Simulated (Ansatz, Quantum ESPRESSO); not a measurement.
# HgTe (Pm-3m): phonons by linear response, part 2 of 4

How does HgTe (Pm-3m) vibrate, and is this structure a minimum?

Quantum ESPRESSO 7.5; DFT LDA, scalar-relativistic, plane waves, JTH PAW pseudopotentials.

So far. Step 2 (A probe with smearing): No gap opens on this mesh, so smearing is kept; the start stands at -6.7 GPa. Step 4 (Ground state): The cell stands at -0.013 GPa, close enough for phonons. The relaxed cell has a = 3.680 Å (conventional setting).

The structure was built from a prototype and need not be the compound's stable phase.

**5. Linear response on the mesh**

Linear response treats each wavevector in the unit cell, with no supercell; the 2×2×2 mesh fixes the range of the force constants to be had.

The input, ph.in:

```
phonons
&inputph
   prefix = 'x'
   outdir = './tmp'
   fildyn = 'x.dyn'
   tr2_ph = 1.0d-18
   alpha_mix(1) = 0.4
   nmix_ph = 8
   ldisp = .true.
   nq1 = 2
   nq2 = 2
   nq3 = 2
/
```

Started as:

```console
OMP_NUM_THREADS=1 mpirun -n 4 ph.x -nk 4 -in ph.in > ph.out
```

Numbers of over 12 decimals in the logs are rounded to 6 here.

Log:

```text
[banners, grids, parts of the stress and lines that vanish by symmetry left out]
[banner, memory and clock lines left out]
Program PHONON v.7.5

     ./tmp/x.save/

     file Hg.upf: wavefunction(s)  6S 0S 6P 0P 5D 0D renormalized
     file Te.upf: wavefunction(s)  0S 0P renormalized

     IMPORTANT: XC functional enforced from input :
     Exchange-correlation= PW
                           (   1   4   0   0   0   0   0)
     Any further DFT definition will be discarded
     Please, verify this is what you really want

     G-vector sticks info

     negative rho (up, down):  4.513E-03 0.000E+00
     Reading collected, re-writing distributed wavefunctions in ./tmp/

     Dynamical matrices for ( 2, 2, 2)  uniform grid of q-points
     (   4 q-points):
       N         xq(1)         xq(2)         xq(3)
       1   0.000000000   0.000000000   0.000000000
       2   0.000000000   0.000000000  -0.500000000
       3   0.000000000  -0.500000000  -0.500000000
       4  -0.500000000  -0.500000000  -0.500000000

     Number and degeneracy of irreps per q-point
       N         xq(1)         xq(2)         xq(3)   N irreps
       1   0.000000000   0.000000000   0.000000000       2
        3   3
       2   0.000000000   0.000000000  -0.500000000       4
        1   2   1   2
       3   0.000000000  -0.500000000  -0.500000000       4
        1   1   2   2
       4  -0.500000000  -0.500000000  -0.500000000       2
        3   3

     Calculation of q =    0.0000000   0.0000000   0.0000000

     phonons

     bravais-lattice index     =            1
     lattice parameter (alat)  =       6.9537  a.u.
     unit-cell volume          =     336.2407 (a.u.)^3
     number of atoms/cell      =            2
     number of atomic types    =            2
     kinetic-energy cut-off    =      40.0000  Ry
     charge density cut-off    =     200.0000  Ry
     convergence threshold     =      1.0E-18
     beta                      =       0.4000
     number of iterations used =            8
     Exchange-correlation= PW
                           (   1   4   0   0   0   0   0)

     celldm(1)=    6.95371  celldm(2)=    0.00000  celldm(3)=    0.00000
     celldm(4)=    0.00000  celldm(5)=    0.00000  celldm(6)=    0.00000

     crystal axes: (cart. coord. in units of alat)
               a(1) = (  1.0000  0.0000  0.0000 )
               a(2) = (  0.0000  1.0000  0.0000 )
               a(3) = (  0.0000  0.0000  1.0000 )

     reciprocal axes: (cart. coord. in units 2 pi/alat)
               b(1) = (  1.0000  0.0000  0.0000 )
               b(2) = (  0.0000  1.0000  0.0000 )
               b(3) = (  0.0000  0.0000  1.0000 )

     Atoms inside the unit cell:

     Cartesian axes

     site n.  atom      mass           positions (alat units)
        1  Hg    200.5920   tau(    1) = (    0.00000    0.00000    0.00000  )
        2  Te    127.6000   tau(    2) = (    0.50000    0.50000    0.50000  )

     Computing dynamical matrix for
                    q = (   0.0000000   0.0000000   0.0000000 )

     49 Sym.Ops. (with q -> -q+G )

     G cutoff =  244.9648  (  15967 G-vectors)     FFT grid: ( 32, 32, 32)
     G cutoff =  195.9719  (  11459 G-vectors)  smooth grid: ( 27, 27, 27)

     number of k points=    35  Marzari-Vanderbilt smearing, width (Ry)=  0.0200

     PseudoPot. # 1 for Hg read from file:
     ./pseudo/Hg.upf
     Pseudo is Projector augmented-wave + core cor, Zval = 12.0
     Shape of augmentation charge: SINC**2
     Using radial grid of 1128 points,  6 beta functions with:
                l(1) =   0
                l(2) =   0
                l(3) =   1
                l(4) =   1
                l(5) =   2
                l(6) =   2
     Q(r) pseudized with 0 coefficients

     PseudoPot. # 2 for Te read from file:
     ./pseudo/Te.upf
     Pseudo is Projector augmented-wave + core cor, Zval =  6.0
     Shape of augmentation charge: SINC**2
     Using radial grid of 1093 points,  4 beta functions with:
                l(1) =   0
                l(2) =   0
                l(3) =   1
                l(4) =   1
     Q(r) pseudized with 0 coefficients

     Mode symmetry, O_h (m-3m)  point group:

     Atomic displacements:
     There are    2 irreducible representations

     Representation     1      3 modes -  To be done

     Representation     2      3 modes -  To be done

     Alpha used in Ewald sum =   2.0000

     negative rho (up, down):  4.513E-03 0.000E+00

     Representation #   1 modes #   1   2   3

     Self-consistent Calculation
      iter #   1   av.it.:   5.4
      thresh= 1.000E-02 alpha_mix =  0.400 |ddv_scf|^2 =  9.612E-08
      iter #   2   av.it.:  12.4
      thresh= 3.100E-05 alpha_mix =  0.400 |ddv_scf|^2 =  5.110E-09
      iter #   3   av.it.:  12.6
      thresh= 7.148E-06 alpha_mix =  0.400 |ddv_scf|^2 =  4.587E-10
      iter #   4   av.it.:  13.2
      thresh= 2.142E-06 alpha_mix =  0.400 |ddv_scf|^2 =  2.059E-12
      iter #   5   av.it.:  12.7
      thresh= 1.435E-07 alpha_mix =  0.400 |ddv_scf|^2 =  1.764E-13
      iter #   6   av.it.:  12.8
      thresh= 4.200E-08 alpha_mix =  0.400 |ddv_scf|^2 =  1.244E-14
      iter #   7   av.it.:  12.8
      thresh= 1.115E-08 alpha_mix =  0.400 |ddv_scf|^2 =  2.167E-16
      iter #   8   av.it.:  12.5
      thresh= 1.472E-09 alpha_mix =  0.400 |ddv_scf|^2 =  8.900E-19

     End of self-consistent calculation

     Convergence has been achieved

     Representation #   2 modes #   4   5   6

     Self-consistent Calculation
      iter #   1   av.it.:   7.4
      thresh= 1.000E-02 alpha_mix =  0.400 |ddv_scf|^2 =  3.079E-06
      iter #   2   av.it.:  12.5
      thresh= 1.755E-04 alpha_mix =  0.400 |ddv_scf|^2 =  9.907E-08
      iter #   3   av.it.:  12.6
      thresh= 3.147E-05 alpha_mix =  0.400 |ddv_scf|^2 =  3.596E-09
      iter #   4   av.it.:  12.8
      thresh= 5.997E-06 alpha_mix =  0.400 |ddv_scf|^2 =  5.806E-11
      iter #   5   av.it.:  12.9
      thresh= 7.620E-07 alpha_mix =  0.400 |ddv_scf|^2 =  9.006E-13
      iter #   6   av.it.:  12.5
      thresh= 9.490E-08 alpha_mix =  0.400 |ddv_scf|^2 =  1.669E-13
[...]
End of self-consistent calculation

     Convergence has been achieved

     Number of q in the star =    1
     List of q in the star:
          1   0.000000000   0.000000000   0.000000000

     Diagonalizing the dynamical matrix

     q = (    0.000000000   0.000000000   0.000000000 )

 **************************************************************************
     freq (    1) =      -0.030021 [THz] =      -1.001392 [cm-1]
     freq (    2) =      -0.030021 [THz] =      -1.001392 [cm-1]
     freq (    3) =      -0.030021 [THz] =      -1.001392 [cm-1]
     freq (    4) =       1.998674 [THz] =      66.668582 [cm-1]
     freq (    5) =       1.998674 [THz] =      66.668582 [cm-1]
     freq (    6) =       1.998674 [THz] =      66.668582 [cm-1]
 **************************************************************************

     Mode symmetry, O_h (m-3m)  point group:

     freq (   1-   3) =         -1.0  [cm-1]   --> T_1u G_15  G_4- I
     freq (   4-   6) =         66.7  [cm-1]   --> T_1u G_15  G_4- I

     Calculation of q =    0.0000000   0.0000000  -0.5000000
     [... set-up and bands at k+q left out ...]

     Mode symmetry, D_4h(4/mmm) point group:

     Atomic displacements:
     There are    4 irreducible representations

     Representation     1      1 modes -  To be done

     Representation     2      2 modes -  To be done

     Representation     3      1 modes -  To be done

     Representation     4      2 modes -  To be done

     Message from routine init_vloc:
     Interpolation table for Vloc re-allocated

     Alpha used in Ewald sum =   2.0000

     negative rho (up, down):  4.513E-03 0.000E+00

     Representation #   1 mode #   1

     Self-consistent Calculation

[...]
End of self-consistent calculation

     Convergence has been achieved

     Representation #   2 modes #   2   3

     Self-consistent Calculation

[...]
End of self-consistent calculation

     Convergence has been achieved

     Representation #   3 mode #   4

     Self-consistent Calculation

[...]
End of self-consistent calculation

     Convergence has been achieved

     Representation #   4 modes #   5   6

     Self-consistent Calculation

[...]
End of self-consistent calculation

     Convergence has been achieved

     Number of q in the star =    3
     List of q in the star:
          1   0.000000000   0.000000000  -0.500000000
          2   0.000000000  -0.500000000   0.000000000
          3  -0.500000000   0.000000000   0.000000000

     Diagonalizing the dynamical matrix

     q = (    0.000000000   0.000000000  -0.500000000 )

 **************************************************************************
     freq (    1) =      -1.762204 [THz] =     -58.780809 [cm-1]
     freq (    2) =      -1.762204 [THz] =     -58.780809 [cm-1]
     freq (    3) =       1.087875 [THz] =      36.287608 [cm-1]
     freq (    4) =       1.087875 [THz] =      36.287608 [cm-1]
     freq (    5) =       1.492436 [THz] =      49.782307 [cm-1]
     freq (    6) =       1.833761 [THz] =      61.167674 [cm-1]
 **************************************************************************

     Mode symmetry, D_4h(4/mmm) point group:

     freq (   1-   2) =        -58.8  [cm-1]   --> E_g  X_5  M_5
     freq (   3-   4) =         36.3  [cm-1]   --> E_u  X_5' M_5'
     freq (   5-   5) =         49.8  [cm-1]   --> A_1g X_1  M_1
     freq (   6-   6) =         61.2  [cm-1]   --> A_2u X_4' M_4'

     Calculation of q =    0.0000000  -0.5000000  -0.5000000
     [... set-up and bands at k+q left out ...]

     Mode symmetry, D_4h(4/mmm) point group:

     Atomic displacements:
     There are    4 irreducible representations

     Representation     1      1 modes -  To be done

     Representation     2      1 modes -  To be done

     Representation     3      2 modes -  To be done

     Representation     4      2 modes -  To be done

     Alpha used in Ewald sum =   2.0000

     negative rho (up, down):  4.513E-03 0.000E+00

     Representation #   1 mode #   1

     Self-consistent Calculation

[...]
End of self-consistent calculation

     Convergence has been achieved

     Representation #   2 mode #   2

     Self-consistent Calculation

[...]
End of self-consistent calculation

     Convergence has been achieved

     Representation #   3 modes #   3   4

     Self-consistent Calculation

[...]
End of self-consistent calculation

     Convergence has been achieved

     Representation #   4 modes #   5   6

     Self-consistent Calculation

[...]
End of self-consistent calculation

     Convergence has been achieved

     Number of q in the star =    3
     List of q in the star:
          1   0.000000000  -0.500000000  -0.500000000
          2  -0.500000000  -0.500000000   0.000000000
          3  -0.500000000   0.000000000  -0.500000000

     Diagonalizing the dynamical matrix

     q = (    0.000000000  -0.500000000  -0.500000000 )

 **************************************************************************
     freq (    1) =      -2.497151 [THz] =     -83.295979 [cm-1]
     freq (    2) =       0.678789 [THz] =      22.641958 [cm-1]
     freq (    3) =       0.678789 [THz] =      22.641958 [cm-1]
     freq (    4) =       1.054057 [THz] =      35.159565 [cm-1]
     freq (    5) =       2.829024 [THz] =      94.366092 [cm-1]
     freq (    6) =       2.829024 [THz] =      94.366092 [cm-1]
 **************************************************************************

     Mode symmetry, D_4h(4/mmm) point group:

     freq (   1-   1) =        -83.3  [cm-1]   --> B_1u X_2' M_2'
     freq (   2-   3) =         22.6  [cm-1]   --> E_u  X_5' M_5'
     freq (   4-   4) =         35.2  [cm-1]   --> A_2u X_4' M_4'
     freq (   5-   6) =         94.4  [cm-1]   --> E_u  X_5' M_5'

     Calculation of q =   -0.5000000  -0.5000000  -0.5000000
     [... set-up and bands at k+q left out ...]

     Mode symmetry, O_h (m-3m)  point group:

     Atomic displacements:
     There are    2 irreducible representations

     Representation     1      3 modes -  To be done

     Representation     2      3 modes -  To be done

     Alpha used in Ewald sum =   2.0000

     negative rho (up, down):  4.513E-03 0.000E+00

     Representation #   1 modes #   1   2   3

     Self-consistent Calculation

[...]
End of self-consistent calculation

     Convergence has been achieved

     Representation #   2 modes #   4   5   6

     Self-consistent Calculation

[...]
iter #   3   av.it.:  11.6
      thresh= 1.548E-05 alpha_mix =  0.400 |ddv_scf|^2 =  5.270E-09

      iter #   4   av.it.:  12.2
      thresh= 7.260E-06 alpha_mix =  0.400 |ddv_scf|^2 =  4.415E-11

      iter #   5   av.it.:  12.5
      thresh= 6.644E-07 alpha_mix =  0.400 |ddv_scf|^2 =  4.080E-13

      iter #   6   av.it.:  11.2
      thresh= 6.387E-08 alpha_mix =  0.400 |ddv_scf|^2 =  1.041E-13

      iter #   7   av.it.:  12.0
      thresh= 3.227E-08 alpha_mix =  0.400 |ddv_scf|^2 =  2.283E-16

      iter #   8   av.it.:  12.6
      thresh= 1.511E-09 alpha_mix =  0.400 |ddv_scf|^2 =  3.321E-18

      iter #   9   av.it.:  12.4
      thresh= 1.822E-10 alpha_mix =  0.400 |ddv_scf|^2 =  1.473E-19

     End of self-consistent calculation

     Convergence has been achieved

     Number of q in the star =    1
     List of q in the star:
          1  -0.500000000  -0.500000000  -0.500000000

     Diagonalizing the dynamical matrix

     q = (   -0.500000000  -0.500000000  -0.500000000 )

 **************************************************************************
     freq (    1) =       1.676336 [THz] =      55.916558 [cm-1]
     freq (    2) =       1.676336 [THz] =      55.916558 [cm-1]
     freq (    3) =       1.676336 [THz] =      55.916558 [cm-1]
     freq (    4) =       1.744990 [THz] =      58.206597 [cm-1]
     freq (    5) =       1.744990 [THz] =      58.206597 [cm-1]
     freq (    6) =       1.744990 [THz] =      58.206597 [cm-1]
 **************************************************************************

     Mode symmetry, O_h (m-3m)  point group:

     freq (   1-   3) =         55.9  [cm-1]   --> T_1u G_15  G_4-
     freq (   4-   6) =         58.2  [cm-1]   --> T_2g G_25' G_5+


[key lines of the parts left out:]
the Fermi energy is     9.8949 ev
```

The job ended after 4.2 min (4 MPI ranks of Arm Neoverse V2, shared host).

Numbers from this step:

| Quantity | Value |
| --- | --- |
| largest acoustic frequency at the zone centre before the sum rule | -1 cm⁻¹ |
| highest optical zone-centre mode (no LO-TO term) | 66.67 cm⁻¹ |
| lowest optical zone-centre mode | 66.67 cm⁻¹ |
| lowest mode on the q mesh (acoustic ones at the zone centre apart) | -83.3 cm⁻¹ |

Frequencies (cm⁻¹) at each irreducible wavevector; negative means imaginary. Frequencies by wavevector:

```
 q (fractions)  star  mode 1  mode 2  mode 3  mode 4  mode 5  mode 6
         0 0 0     1      -1      -1      -1   66.67   66.67   66.67
      0 0 -0.5     3  -58.78  -58.78   36.29   36.29   49.78   61.17
   0 -0.5 -0.5     3   -83.3   22.64   22.64   35.16   94.37   94.37
-0.5 -0.5 -0.5     1   55.92   55.92   55.92   58.21   58.21   58.21
```

The acoustic modes at Γ come out as far as 1.0 cm⁻¹ from zero, where they should vanish, a small numerical error.

**6. Fourier transform to real space**

The dynamical matrices of the mesh are Fourier-transformed to force constants in real space.

The input, q2r.in:

```
&input
   fildyn = 'x.dyn'
   zasr = 'crystal'
   flfrc = 'x.fc'
/
```

Started as:

```console
q2r.x < q2r.in > q2r.out
```

Log:

```text
[banners, grids, parts of the stress and lines that vanish by symmetry left out]
[banner, memory and clock lines left out]
Program Q2R v.7.5

  reading grid info from file x.dyn0

  reading force constants from file x.dyn1
  Dielectric Tensor not found
  nqs=            1
 q=   0.00000000  0.00000000  0.00000000
  reading force constants from file x.dyn2
  nqs=            3
 q=   0.00000000  0.00000000 -0.50000000
[...]
reading force constants from file x.dyn3
  nqs=            3
[...]
q=  -0.50000000  0.00000000 -0.50000000
  reading force constants from file x.dyn4
  nqs=            1
 q=  -0.50000000 -0.50000000 -0.50000000

      q-space grid ok, #points =    8

      fft-check success (sum of imaginary terms < 10^-12)
```

Wall time 0.47 s (1 thread).

**7. Dispersion**

From the force constants any wavevector is cheap; points of the mesh come back as solved, but for the sum rule and, in polar crystals, the LO-TO term at Γ; the rest is interpolation.

The input, matdyn.in:

```
&input
   asr = 'crystal'
   flfrc = 'x.fc'
   flfrq = 'x.freq'
   flvec = 'x.modes'
   q_in_band_form = .true.
   q_in_cryst_coord = .true.
/
8
  0.0000000   0.0000000   0.0000000  12  ! GAMMA
  0.0000000   0.5000000   0.0000000  12  ! X
  0.5000000   0.5000000   0.0000000  12  ! M
  0.0000000   0.0000000   0.0000000  12  ! GAMMA
  0.5000000   0.5000000   0.5000000  12  ! R
  0.0000000   0.5000000   0.0000000   1  ! X
  0.5000000   0.5000000   0.5000000  12  ! R
  0.5000000   0.5000000   0.0000000   1  ! M
```

Started as:

```console
matdyn.x -in matdyn.in > matdyn.out
```

Log:

```text
[banner, memory and clock lines left out]
Program MATDYN v.7.5

 mass for atomic type   1 not given; uses mass from file x.fc
 mass for atomic type   2 not given; uses mass from file x.fc
 Norm of the difference between old and new effective charges:    0.000000

 Norm of the difference between old and new force-constants:   1.58329e-05

     Message from routine matdyn:
     Z* not found in file x.fc, TO-LO splitting at q=0 will be absent!
     Message from routine matdyn:
     Z* not found in file x.fc, TO-LO splitting at q=0 will be absent!

Note: The following floating-point exceptions are signalling: IEEE_UNDERFLOW_FLAG
```

Run time: 0.47 s. Hardware: 1 thread.

This step gave:

```yaml
lowest_frequency_on_the_path: -83.30 cm⁻¹
```

Matdyn.x, sum rule crystal. Phonon branches along the path, in cm⁻¹:

```csv
point,branch 1,branch 2,branch 3,branch 4,branch 5,branch 6
Γ,0,0,0,67,67,67
halfway,-35,-35,34,49,49,65
X,-59,-59,36,36,50,61
halfway,-72,-21,19,36,73,79
M,-83,23,23,35,94,94
halfway,-55,-28,37,41,56,72
Γ,0,0,0,67,67,67
halfway,-24,-24,-21,61,62,62
R,56,56,56,58,58,58
halfway,-41,-12,21,46,69,80
X,-59,-59,36,36,50,61
jump to R,56,56,56,58,58,58
halfway,-42,34,34,47,83,83
M,-83,23,23,35,94,94
```

The phonon branches as a text plot (rows in cm⁻¹):

```
     91 |            *****                                    ***
     83 |           **    **                       **        *
     76 |          **      **                    **  **     *
     68 |****      *        ********     *****  *******    *
     61 | *  ******             *  *************       ****
     54 |  *     *            **       *      *****     * **
     46 |   *****            *       **     *** ** ***   * ***
     39 |    *****************             *    ***   ****  * ***
     31 |   *    *         ** *      **     **    *     *    **
     24 |  *      *   *****    *    *     *      * **  *       **
     17 |          ***   *      *          *         **
      9 |**               *      * *   *
      2 |                         *
     -6 |*          *            * *     *
    -13 | *                *    *         *       * *
    -20 |  *                *  *    *   **                  *
    -28 |                    ***     ****          *
    -35 |   *      *          *                      *
    -43 |    *               *                      * *      *
    -50 |     *   *                                  **
    -57 |      ***                                     ***
    -65 |         *         *                                 *
    -72 |          **      *
    -80 |            ******                                    **
         Γ      X      M          Γ            R        X|R     M
```

Lowest modes at the softest wavevector of the mesh; phase exp(i q.(R + tau)). The modes at q = (0.500, 0.000, 0.500) (shares of kinetic energy by element, %) (negative means imaginary):

```csv
mode,frequency (cm⁻¹),Hg %,Te %
1,-83.3,0,100
2,22.6,71,29
3,22.6,71,29
4,35.2,100,0
5,94.4,29,71
6,94.4,29,71
```

Displacements in mode 1 (-83.3 cm⁻¹), the largest set to 1, in the home cell:
```
Hg1  0.00  0.00  0.00
Te2  0.00 -1.00  0.00
```

Displacements in mode 5 (94.4 cm⁻¹), the largest set to 1, in the home cell:
```
Hg1  0.52  0.00  0.00
Te2  0.00  0.00 -1.00
```

Force constants by pair (phonopy on the run's constants); pairs near half the supercell's span include their periodic images. Pair force constants, by row:

| atom | neighbour | distance (Å) | third of the trace (eV/Å²) | along the pair's line (eV/Å²) |
| --- | --- | --- | --- | --- |
| Hg1 | itself | 0 | 1.7 | – |
| Hg1 | Te | 3.187 | -0.1593 | -0.7221 |
| Hg1 | Hg | 3.68 | -0.1546 | -0.668 |
| Hg1 | Hg | 5.204 | 0.0301 | -0.0114 |
| Hg1 | Hg | 6.374 | -0.052 | -0.052 |
| Te2 | itself | 0 | 0.4455 | – |
| Te2 | Hg | 3.187 | -0.1593 | -0.7221 |
| Te2 | Te | 3.68 | -0.2419 | -1.751 |
| Te2 | Te | 5.204 | 0.3289 | 0.6196 |
| Te2 | Te | 6.374 | 0.568 | 0.568 |

Mode patterns, pair constants, displacements and means over the zone were worked out by phonopy from the force constants of q2r.x.

The path dips to 83i cm⁻¹.

(Part 2 of 4 ends here.)

[Host names and launcher messages were left out of these logs when they were recorded.]

[Logs are printed without paths, hosts, clocks, repeated set-up lines and the standing remarks that a program may print on its own settings, such as how far it seeks lower states.]

[Hosts, paths, dates, database ids (printed as entryN), source tags and the programs' standing remarks are cut or masked in the printed files.]
